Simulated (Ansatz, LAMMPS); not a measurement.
**Molecular dynamics of amorphous Si0.7Ge0.3 (120 atoms)**

Aim: follow amorphous Si0.7Ge0.3 (120 atoms) for a short time with forces from DFT, then look at structure and electrons in the last frame.

Method: Kohn-Sham DFT, PBE, PAW (set soft_2), plane waves, in Ansatz 0.2.0.

**1. Starting point**

The cell holds 120 atoms: 84 Si and 36 Ge. Its edges and angles: a = 13.770 Å, b = 13.770 Å, c = 13.770 Å, α = 90.0°, β = 90.0°, γ = 90.0°. 120 atoms (84 Si, 36 Ge) placed at random at 3.16 g/cm³, melted at 3500 K for 10 ps at fixed volume with the Tersoff potential (Tersoff, Phys. Rev. B 39, 5566 (1989)). Quenched from 3500 K to 700 K at 10 K/ps and fixed volume, held 5 ps, then minimised at fixed cell.

Limits known from the start: The quench rate of 10 K/ps is orders of magnitude faster than experiment, which tends to freeze in extra defects. The starting topology of bonds comes from the classical model. The Brillouin zone is sampled at Γ only, in a cell whose shortest periodic width is 14 Å.

**2. Single point at the start**

The forces at the start show how far the geometry lies from a minimum of this functional.

File input.yaml:

```yaml
crystal:
  lattice:
    - [13.7704, 0.0, 0.0]
    - [0.0, 13.7704, 0.0]
    - [0.0, 0.0, 13.7704]
  atoms:
    - { symbol: Si, position: [0.67576, 0.75986, 0.59101] }
    - { symbol: Si, position: [0.89891, 0.45568, 0.98957] }
    - { symbol: Si, position: [0.93853, 0.36116, 0.64762] }
    - { symbol: Si, position: [0.89165, 0.42953, 0.16419] }
    [... 110 atom lines left out ...]
    - { symbol: Ge, position: [0.19526, 0.9256, 0.28879] }
    - { symbol: Ge, position: [0.65395, 0.92484, 0.96138] }
    - { symbol: Ge, position: [0.74326, 0.66448, 0.242] }
    - { symbol: Ge, position: [0.57538, 0.63558, 0.98924] }
    - { symbol: Ge, position: [0.84902, 0.51274, 0.63977] }
    - { symbol: Ge, position: [0.08801, 0.70175, 0.69892] }
kpoints:
  mp_grid: { grid: [1, 1, 1] }
hamiltonian:
  xc: pbe
scf:
  occupations: { method: gaussian, width: 0.05 }
output:
  forces: true
```

Command:

```sh
$ ansatz run input.yaml --threads 4 --pin off --max-ram 15872MiB --backend cpu --events-out ev --progress --plain --runs-dir out
```

Wall time 38 s (4 threads of Arm Neoverse V2, shared host); peak memory 3.6 GiB; 2.4 min of CPU time.

Read from the output:

* free energy: -207998.6781 eV
* free energy per atom: -1733.3223 eV/atom
* SCF cycles: 12
* r.m.s. force component: 0.2084 eV/Å
* longest force: 0.8245 eV/Å
* Fermi energy: 6.66 eV

The r.m.s. force component of 0.21 eV/Å sets the starting point.

Neighbours are counted within 2.83 Å (Si-Si), 2.93 Å (Si-Ge), 2.98 Å (Ge-Ge).

Length of the force by element and coordination:

| element | coordination | atoms | mean length of the force (eV/Å) | spread | least | most |
| --- | --- | --- | --- | --- | --- | --- |
| Ge | all | 36 | 0.306 | 0.137 | 0.0904 | 0.610 |
| Ge | 3 | 1 | 0.443 | 0 | 0.443 | 0.443 |
| Ge | 4 | 29 | 0.303 | 0.141 | 0.0904 | 0.610 |
| Ge | 5 | 6 | 0.297 | 0.114 | 0.149 | 0.501 |
| Si | all | 84 | 0.334 | 0.164 | 0.0938 | 0.825 |
| Si | 4 | 77 | 0.325 | 0.159 | 0.0938 | 0.825 |
| Si | 5 | 7 | 0.428 | 0.181 | 0.165 | 0.659 |

**3. Dynamics started at 400 K**

A Nosé–Hoover thermostat steers the temperature while disturbing the dynamics little. The time step is 2.0 fs.

input.yaml, as its differences from that of step 2:

```diff
@@ -15 +15,8 @@
   forces: true
+md:
+  timestep: 2.0
+  n_steps: 130
+  ensemble: nvt_nose_hoover
+  temperature: 400
+  initial_velocities: maxwell_boltzmann
+  seed: 1344
```

Wall time 45 min (4 threads); peak memory 4.1 GiB; 2.9 h of CPU time.

The program notes that it switched symmetry off.

Rows from the run:

| time (fs) | T (K) | potential (meV/atom) | conserved (meV/atom) |
| --- | --- | --- | --- |
| 0.0 | 400 | 0.0 | 0.00 |
| 18.0 | 219 | 23.5 | 0.11 |
| 34.0 | 255 | 19.4 | 0.05 |
| 52.0 | 274 | 18.7 | 0.06 |
| 70.0 | 255 | 23.0 | 0.08 |
| 86.0 | 297 | 19.4 | 0.06 |
| 104.0 | 280 | 23.3 | 0.07 |
| 122.0 | 279 | 24.9 | 0.08 |
| 138.0 | 307 | 22.8 | 0.07 |
| 156.0 | 289 | 26.9 | 0.08 |
| 174.0 | 304 | 26.9 | 0.08 |
| 190.0 | 322 | 26.6 | 0.08 |
| 208.0 | 344 | 26.0 | 0.08 |
| 226.0 | 335 | 29.3 | 0.10 |
| 242.0 | 385 | 24.9 | 0.08 |
| 260.0 | 373 | 28.6 | 0.09 |

Mean square displacement from the first frame to the last: Si 0.057 Å², Ge 0.14 Å².

The mean square displacement by time lag:

| time lag (fs) | Ge (Å²) | Si (Å²) |
| --- | --- | --- |
| 2.0 | 5.0e-5 | 9.8e-5 |
| 6.0 | 4.4e-4 | 8.7e-4 |
| 12.0 | 0.00175 | 0.00336 |
| 18.0 | 0.00387 | 0.00715 |
| 28.0 | 0.00901 | 0.0152 |
| 34.0 | 0.0129 | 0.0204 |
| 38.0 | 0.0158 | 0.0238 |
| 44.0 | 0.0205 | 0.0285 |
| 50.0 | 0.0255 | 0.0327 |
| 54.0 | 0.0290 | 0.0351 |
| 60.0 | 0.0345 | 0.0383 |
| 70.0 | 0.0438 | 0.0430 |
| 76.0 | 0.0495 | 0.0457 |
| 82.0 | 0.0553 | 0.0485 |
| 86.0 | 0.0591 | 0.0506 |
| 92.0 | 0.0649 | 0.0539 |
| 98.0 | 0.0706 | 0.0574 |
| 102.0 | 0.0745 | 0.0598 |
| 114.0 | 0.0858 | 0.0668 |
| 118.0 | 0.0895 | 0.0689 |
| 124.0 | 0.0950 | 0.0717 |
| 130.0 | 0.100 | 0.0740 |

Over the second half of 260 fs the temperature averages 330 K, rising from about 299 to 376 K (means over the first and last quarter of that half). The conserved energy stays within 0.11 meV/atom. From first frame to last Ge has the largest mean square displacement, 0.14 Å² at the end; the farthest move is 0.99 Å. The mean temperature of 330 K lies well off the 400 K of the input, so the thermostat hasn't yet brought the run to equilibrium. The count of bonds goes from 248 in the first frame to 250 in the last, by one set of cutoffs: 1 pairs passed out of them and 3 came within. The run spans 0.26 ps, too short for its means to be equilibrium values.

**4. Distances and neighbours late in the run**

The g(r) is a mean over the second half; what follows it is taken at the last frame.

Bonds before and after, by the cutoffs listed below:

| pair | bonds before | bonds after | mean before (Å) | mean after (Å) | spread before (Å) | spread after (Å) |
| --- | --- | --- | --- | --- | --- | --- |
| Si-Si | 121 | 122 | 2.410 | 2.426 | 0.098 | 0.118 |
| Si-Ge | 105 | 107 | 2.466 | 2.494 | 0.072 | 0.142 |
| Ge-Ge | 22 | 21 | 2.503 | 2.505 | 0.107 | 0.071 |

Density 3.16 g/cm³, 21.76 Å³ an atom.

Mean of 15 frames. g(r), total and by pair (bins of 0.1 Å):

| r (Å) | total | Si-Si | Si-Ge | Ge-Ge |
| --- | --- | --- | --- | --- |
| 2.15 | 0.00 | 0.01 | 0.00 | 0.00 |
| 2.25 | 0.60 | 1.15 | 0.10 | 0.00 |
| 2.35 | 3.95 | 5.61 | 2.61 | 1.14 |
| 2.45 | 4.50 | 4.19 | 4.97 | 3.99 |
| 2.55 | 1.86 | 0.86 | 2.63 | 3.67 |
| 2.65 | 0.51 | 0.18 | 0.72 | 1.31 |
| 2.75 | 0.17 | 0.10 | 0.17 | 0.51 |
| 2.85 | 0.15 | 0.12 | 0.20 | 0.03 |
| 2.95 | 0.12 | 0.09 | 0.17 | 0.00 |
| 3.05 | 0.09 | 0.06 | 0.13 | 0.07 |
| 3.15 | 0.12 | 0.10 | 0.15 | 0.09 |
| 3.25 | 0.26 | 0.28 | 0.26 | 0.18 |
| 3.35 | 0.38 | 0.37 | 0.36 | 0.49 |
| 3.45 | 0.58 | 0.47 | 0.71 | 0.59 |
| 3.55 | 1.13 | 1.05 | 1.22 | 1.17 |
| 3.65 | 1.49 | 1.50 | 1.59 | 0.98 |
| 3.75 | 1.70 | 1.77 | 1.58 | 1.80 |
| 3.85 | 1.76 | 1.94 | 1.56 | 1.72 |
| 3.95 | 1.82 | 1.86 | 1.79 | 1.78 |
| 4.05 | 1.79 | 1.80 | 1.88 | 1.29 |
| 4.15 | 1.47 | 1.61 | 1.28 | 1.58 |
| 4.25 | 1.25 | 1.33 | 1.07 | 1.67 |
| 4.35 | 1.06 | 1.16 | 0.91 | 1.23 |
| 4.45 | 1.01 | 0.98 | 1.08 | 0.91 |
| 4.55 | 0.95 | 0.77 | 1.15 | 0.97 |
| 4.65 | 0.85 | 0.74 | 1.00 | 0.70 |
| 4.75 | 0.71 | 0.59 | 0.83 | 0.74 |
| 4.85 | 0.79 | 0.72 | 0.88 | 0.79 |
| 4.95 | 0.82 | 0.72 | 0.98 | 0.61 |
| 5.05 | 0.78 | 0.75 | 0.88 | 0.49 |
| 5.15 | 0.82 | 0.74 | 0.91 | 0.90 |
| 5.25 | 0.90 | 0.95 | 0.91 | 0.56 |
| 5.35 | 0.89 | 0.96 | 0.81 | 0.89 |
| 5.45 | 0.93 | 0.97 | 0.81 | 1.27 |
| 5.55 | 1.00 | 0.99 | 1.00 | 1.01 |
| 5.65 | 1.09 | 1.19 | 0.96 | 1.11 |
| 5.75 | 1.11 | 1.13 | 1.14 | 0.87 |
| 5.85 | 1.10 | 1.09 | 1.17 | 0.78 |
| 5.95 | 1.06 | 1.07 | 1.16 | 0.57 |
| 6.05 | 1.05 | 1.10 | 1.03 | 0.85 |
| 6.15 | 1.04 | 1.08 | 0.99 | 1.05 |
| 6.25 | 0.89 | 0.79 | 0.99 | 1.00 |
| 6.35 | 0.87 | 0.81 | 0.87 | 1.18 |
| 6.45 | 0.81 | 0.79 | 0.81 | 0.98 |

Bonds by pair of elements; cutoffs follow the first minimum of g(r), held within bounds set by covalent radii, and pairs that aren't listed don't count as bonded:

| pair A-B | cutoff (Å) | bonds | mean length (Å) | spread (Å) | shortest (Å) | B about A | A about B |
| --- | --- | --- | --- | --- | --- | --- | --- |
| Si-Si | 3.02 | 122 | 2.43 | 0.118 | 2.21 | 2.90 | 2.90 |
| Si-Ge | 3.08 | 107 | 2.49 | 0.142 | 2.25 | 1.27 | 2.97 |
| Ge-Ge | 2.98 | 21 | 2.50 | 0.071 | 2.38 | 1.17 | 1.17 |

How many atoms have how many bonded neighbours:

| element | mean | 3 | 4 | 5 | 6 |
| --- | --- | --- | --- | --- | --- |
| Ge | 4.14 | 1 | 29 | 6 | 0 |
| Si | 4.18 | 0 | 71 | 11 | 2 |

Bond angles, per cent of each kind in bins of 5°:

| angle (°) | Si-Si-Si | Ge-Si-Si | Si-Ge-Si | Ge-Ge-Si | Ge-Si-Ge |
| --- | --- | --- | --- | --- | --- |
| 45–50 | 0.4 | 0.0 | 0.0 | 0.0 | 1.7 |
| 50–55 | 0.4 | 1.7 | 2.5 | 0.0 | 0.0 |
| 55–60 | 0.7 | 1.7 | 0.0 | 0.0 | 0.0 |
| 60–65 | 0.0 | 0.8 | 2.5 | 1.0 | 0.0 |
| 65–70 | 0.4 | 0.4 | 0.8 | 1.0 | 0.0 |
| 70–75 | 0.4 | 1.7 | 0.0 | 0.0 | 0.0 |
| 75–80 | 0.0 | 0.8 | 0.0 | 1.0 | 1.7 |
| 80–85 | 1.5 | 1.3 | 1.7 | 1.0 | 5.2 |
| 85–90 | 2.9 | 3.0 | 2.5 | 3.0 | 1.7 |
| 90–95 | 7.3 | 8.9 | 9.9 | 9.1 | 8.6 |
| 95–100 | 11.0 | 14.0 | 11.6 | 13.1 | 10.3 |
| 100–105 | 12.5 | 9.8 | 14.0 | 17.2 | 6.9 |
| 105–110 | 14.7 | 14.4 | 10.7 | 15.2 | 13.8 |
| 110–115 | 17.6 | 13.1 | 11.6 | 13.1 | 24.1 |
| 115–120 | 11.8 | 10.6 | 10.7 | 8.1 | 8.6 |
| 120–125 | 6.2 | 8.5 | 7.4 | 9.1 | 5.2 |
| 125–130 | 6.2 | 2.5 | 4.1 | 3.0 | 10.3 |
| 130–135 | 2.6 | 2.1 | 5.0 | 3.0 | 0.0 |
| 135–140 | 1.8 | 1.3 | 1.7 | 2.0 | 0.0 |
| 140–145 | 0.4 | 0.8 | 0.0 | 0.0 | 0.0 |
| 145–150 | 0.0 | 0.4 | 0.0 | 0.0 | 0.0 |
| 150–155 | 0.4 | 0.4 | 0.8 | 0.0 | 0.0 |
| 155–160 | 0.4 | 0.0 | 1.7 | 0.0 | 0.0 |
| 160–165 | 0.4 | 1.3 | 0.8 | 0.0 | 1.7 |
| 165–170 | 0.0 | 0.4 | 0.0 | 0.0 | 0.0 |

Bond angles (no mean is given where the spread exceeds 20°):

| angle | count | mean (°) | spread (°) |
| --- | --- | --- | --- |
| Si-Si-Si | 272 | 109 | 14.7 |
| Ge-Si-Si | 236 | 106 | 18.7 |
| Si-Ge-Si | 121 | 108 | 19.2 |
| Ge-Ge-Si | 99 | 107 | 13.4 |
| Ge-Si-Ge | 58 | 108 | 16.3 |

Bond length by coordination (bonds to H left out):

| element | coordination | atoms | mean bond length (Å) |
| --- | --- | --- | --- |
| Ge | 3 | 1 | 2.48 |
| Ge | 4 | 29 | 2.48 |
| Ge | 5 | 6 | 2.58 |
| Si | 4 | 71 | 2.42 |
| Si | 5 | 11 | 2.57 |
| Si | 6 | 2 | 2.62 |

Rings of the network by King's shortest-path rule, up to 12 atoms, one path for each pair of neighbours; H, halogens, alkali and alkaline-earth atoms are left out, and the last column divides by all other atoms, bonded or not:

| ring size (atoms) | rings | per network atom |
| --- | --- | --- |
| 3 | 10 | 0.083 |
| 4 | 9 | 0.075 |
| 5 | 77 | 0.642 |
| 6 | 102 | 0.85 |
| 7 | 56 | 0.467 |
| 8 | 5 | 0.042 |

For some of the pairs, g(r) has its first main peak near 2.4 Å (Si-Si), 2.4 Å (Si-Ge) and 2.5 Å (Ge-Ge). With the cutoffs above, 81 % of Ge atoms have 4 and 85 % of Si atoms have 4 bonded neighbours. The Si-Si-Si angle averages 109° with a spread of 15°. Rings of 6 atoms are the most common (39 % of those counted); sizes run from 3 to 8.

**5. Single point at the last frame**

The last frame is solved once more, with the analyses that the dynamics left out.

File input.yaml:

```yaml
crystal:
  lattice:
    - [13.7704, 0.0, 0.0]
    - [0.0, 13.7704, 0.0]
    - [0.0, 0.0, 13.7704]
  atoms:
    - { symbol: Si, position: [0.6802, 0.75509, 0.58366] }
    - { symbol: Si, position: [0.9002, 0.44332, 0.98946] }
    - { symbol: Si, position: [0.9262, 0.34054, 0.67037] }
    - { symbol: Si, position: [0.89497, 0.4262, 0.16538] }
    [... 110 atom lines left out ...]
    - { symbol: Ge, position: [0.18922, 0.93569, 0.27759] }
    - { symbol: Ge, position: [0.67163, 0.93776, 0.97203] }
    - { symbol: Ge, position: [0.7541, 0.66509, 0.2378] }
    - { symbol: Ge, position: [0.59742, 0.64283, 0.9883] }
    - { symbol: Ge, position: [0.82754, 0.49754, 0.66853] }
    - { symbol: Ge, position: [0.082, 0.69502, 0.69437] }
kpoints:
  mp_grid: { grid: [1, 1, 1] }
hamiltonian:
  xc: pbe
scf:
  occupations: { method: gaussian, width: 0.05 }
output:
  forces: true
  stress: true
  populations: true
  dos:
    method: { smearing: { sigma: 0.15 } }
    de: 0.1
    projected: { site_lists: { Ge: [Ge], Si: [Si] } }
  eigenvalues: true
  write_density: true
  write_potential: true
  volumetric_format: npy
  elf: true
```

Run time: 67 s. Hardware: 4 threads; peak memory 3.7 GiB.

Numbers from this run:

| Quantity | Value |
| --- | --- |
| free energy | -207995.2488 eV |
| free energy per atom | -1733.2937 eV/atom |
| SCF cycles | 11 |
| pressure | -0.9232 GPa |
| r.m.s. force component | 0.5199 eV/Å |
| longest force | 1.739 eV/Å |
| Fermi energy | 6.603 eV |
| levels partly filled by over 2 per cent | 2 |
| spilling of the projection | 0.005542 |

Neighbours are counted within 3.02 Å (Si-Si), 3.08 Å (Si-Ge), 2.98 Å (Ge-Ge), the cutoffs taken from the dynamics.

Length of the force by element and coordination:

| element | coordination | atoms | mean length of the force (eV/Å) | spread | least | most |
| --- | --- | --- | --- | --- | --- | --- |
| Ge | all | 36 | 0.832 | 0.362 | 0.256 | 1.63 |
| Ge | 3 | 1 | 0.495 | 0 | 0.495 | 0.495 |
| Ge | 4 | 29 | 0.835 | 0.368 | 0.256 | 1.63 |
| Ge | 5 | 6 | 0.872 | 0.334 | 0.414 | 1.33 |
| Si | all | 84 | 0.806 | 0.395 | 0.188 | 1.74 |
| Si | 4 | 71 | 0.827 | 0.405 | 0.213 | 1.74 |
| Si | 5 | 11 | 0.638 | 0.305 | 0.188 | 1.30 |
| Si | 6 | 2 | 0.988 | 0.146 | 0.841 | 1.13 |

Löwdin charges by element and coordination (they lack the spilled electrons, 0.039 e an atom on average):

| element | coordination | atoms | mean charge (e) | spread | least | most |
| --- | --- | --- | --- | --- | --- | --- |
| Ge | all | 36 | -0.016 | 0.0305 | -0.108 | 0.0345 |
| Ge | 3 | 1 | -0.0767 | 0 | -0.0767 | -0.0767 |
| Ge | 4 | 29 | -0.0147 | 0.0304 | -0.108 | 0.0345 |
| Ge | 5 | 6 | -0.0126 | 0.0217 | -0.0528 | 0.0085 |
| Si | all | 84 | 0.0623 | 0.0244 | 0.0116 | 0.124 |
| Si | 4 | 71 | 0.0604 | 0.0229 | 0.0116 | 0.124 |
| Si | 5 | 11 | 0.0744 | 0.0313 | 0.0156 | 0.124 |
| Si | 6 | 2 | 0.0631 | 0.0117 | 0.0514 | 0.0748 |

States in the cell by windows of 1 eV, zero at the Fermi level; the larger projections on atomic orbitals stand beside the total:

| from (eV) | to (eV) | total | Si p | Ge p | Si s | Ge s |
| --- | --- | --- | --- | --- | --- | --- |
| -14 | -13 | 0.0 | 0.0 | 0.0 | 0.0 | 0.0 |
| -13 | -12 | 2.2 | 0.1 | 0.0 | 1.2 | 0.8 |
| -12 | -11 | 21.2 | 3.6 | 1.5 | 9.5 | 6.4 |
| -11 | -10 | 30.4 | 6.2 | 2.7 | 13.5 | 7.9 |
| -10 | -9 | 36.8 | 8.1 | 3.3 | 16.1 | 9.1 |
| -9 | -8 | 37.5 | 9.9 | 3.9 | 16.5 | 6.9 |
| -8 | -7 | 25.5 | 7.6 | 3.2 | 10.5 | 4.0 |
| -7 | -6 | 32.4 | 11.6 | 4.5 | 11.2 | 4.8 |
| -6 | -5 | 34.1 | 14.9 | 5.5 | 10.2 | 3.3 |
| -5 | -4 | 31.9 | 17.7 | 6.9 | 5.4 | 1.6 |
| -4 | -3 | 62.9 | 40.7 | 16.2 | 4.0 | 1.5 |
| -3 | -2 | 70.5 | 45.7 | 19.1 | 3.5 | 1.4 |
| -2 | -1 | 62.1 | 39.3 | 18.0 | 2.7 | 1.2 |
| -1 | 0 | 32.8 | 19.1 | 9.8 | 2.0 | 1.1 |
| 0 | 1 | 29.9 | 14.3 | 6.2 | 4.9 | 2.5 |
| 1 | 2 | 61.2 | 28.9 | 11.6 | 10.1 | 4.2 |
| 2 | 3 | 73.4 | 34.8 | 14.6 | 9.5 | 3.8 |

Between -26 and -14 eV lie 360 more states.

The levels nearest the highest filled one (over half full), pooled over k-points and spins:

| level less the highest filled one (eV) | occupation |
| --- | --- |
| -0.387 | 2 |
| -0.287 | 2 |
| -0.257 | 2 |
| -0.196 | 2 |
| -0.138 | 2 |
| 0 | 1.85 |
| 0.103 | 0.144 |
| 0.163 | 0.002 |
| 0.229 | 0 |
| 0.374 | 0 |
| 0.396 | 0 |
| 0.459 | 0 |

Mean Löwdin charges: Ge -0.02, Si +0.06 e (they miss 0.55 % of the electrons, so they add up to more than the cell's charge). Charges this small depend on the projection, at times even in sign. Within 0.4 eV of the Fermi level the largest share is Si p (54 % of the projected weight).

**6. Outcome**

```
mean temperature, second half                                : 329.9 K
temperature swing, second half                               : 31.72 K
slope of the conserved energy against time, by least squares : 0.1326 meV/atom/ps
free energy per atom                                         : -1733.2937 eV/atom
pressure                                                     : -0.9232 GPa
r.m.s. force component                                       : 0.5199 eV/Å
wall time of the 3 DFT runs                                  : 47 min
```

What this shows: Over the second half of 260 fs the temperature averages 330 K, rising from about 299 to 376 K (means over the first and last quarter of that half). The conserved energy stays within 0.11 meV/atom. The mean temperature of 330 K lies well off the 400 K of the input, so the thermostat hasn't yet brought the run to equilibrium. The count of bonds goes from 248 in the first frame to 250 in the last, by one set of cutoffs: 1 pairs passed out of them and 3 came within. The run spans 0.26 ps, too short for its means to be equilibrium values. With the cutoffs above, 81 % of Ge atoms have 4 and 85 % of Si atoms have 4 bonded neighbours. Counting bands leaves a spacing of only 0.10 eV (at Γ alone), which the smearing bridges: 2 levels are partly filled by over 2 %, so a gap, if any, is small at this level.

What to keep in mind: The starting topology of bonds comes from the classical model; in DFT 1 of its 248 bonded pairs passed out of the cutoffs and 3 came within them. The pressure of a single frame lacks the kinetic term, about 0.21 GPa here.

[Logs are printed without paths, hosts, clocks, repeated set-up lines and the standing remarks that a program may print on its own settings, such as how far it seeks lower states.]

[Hosts, paths, dates, database ids (printed as entryN), source tags and the programs' standing remarks are cut or masked in the printed files.]
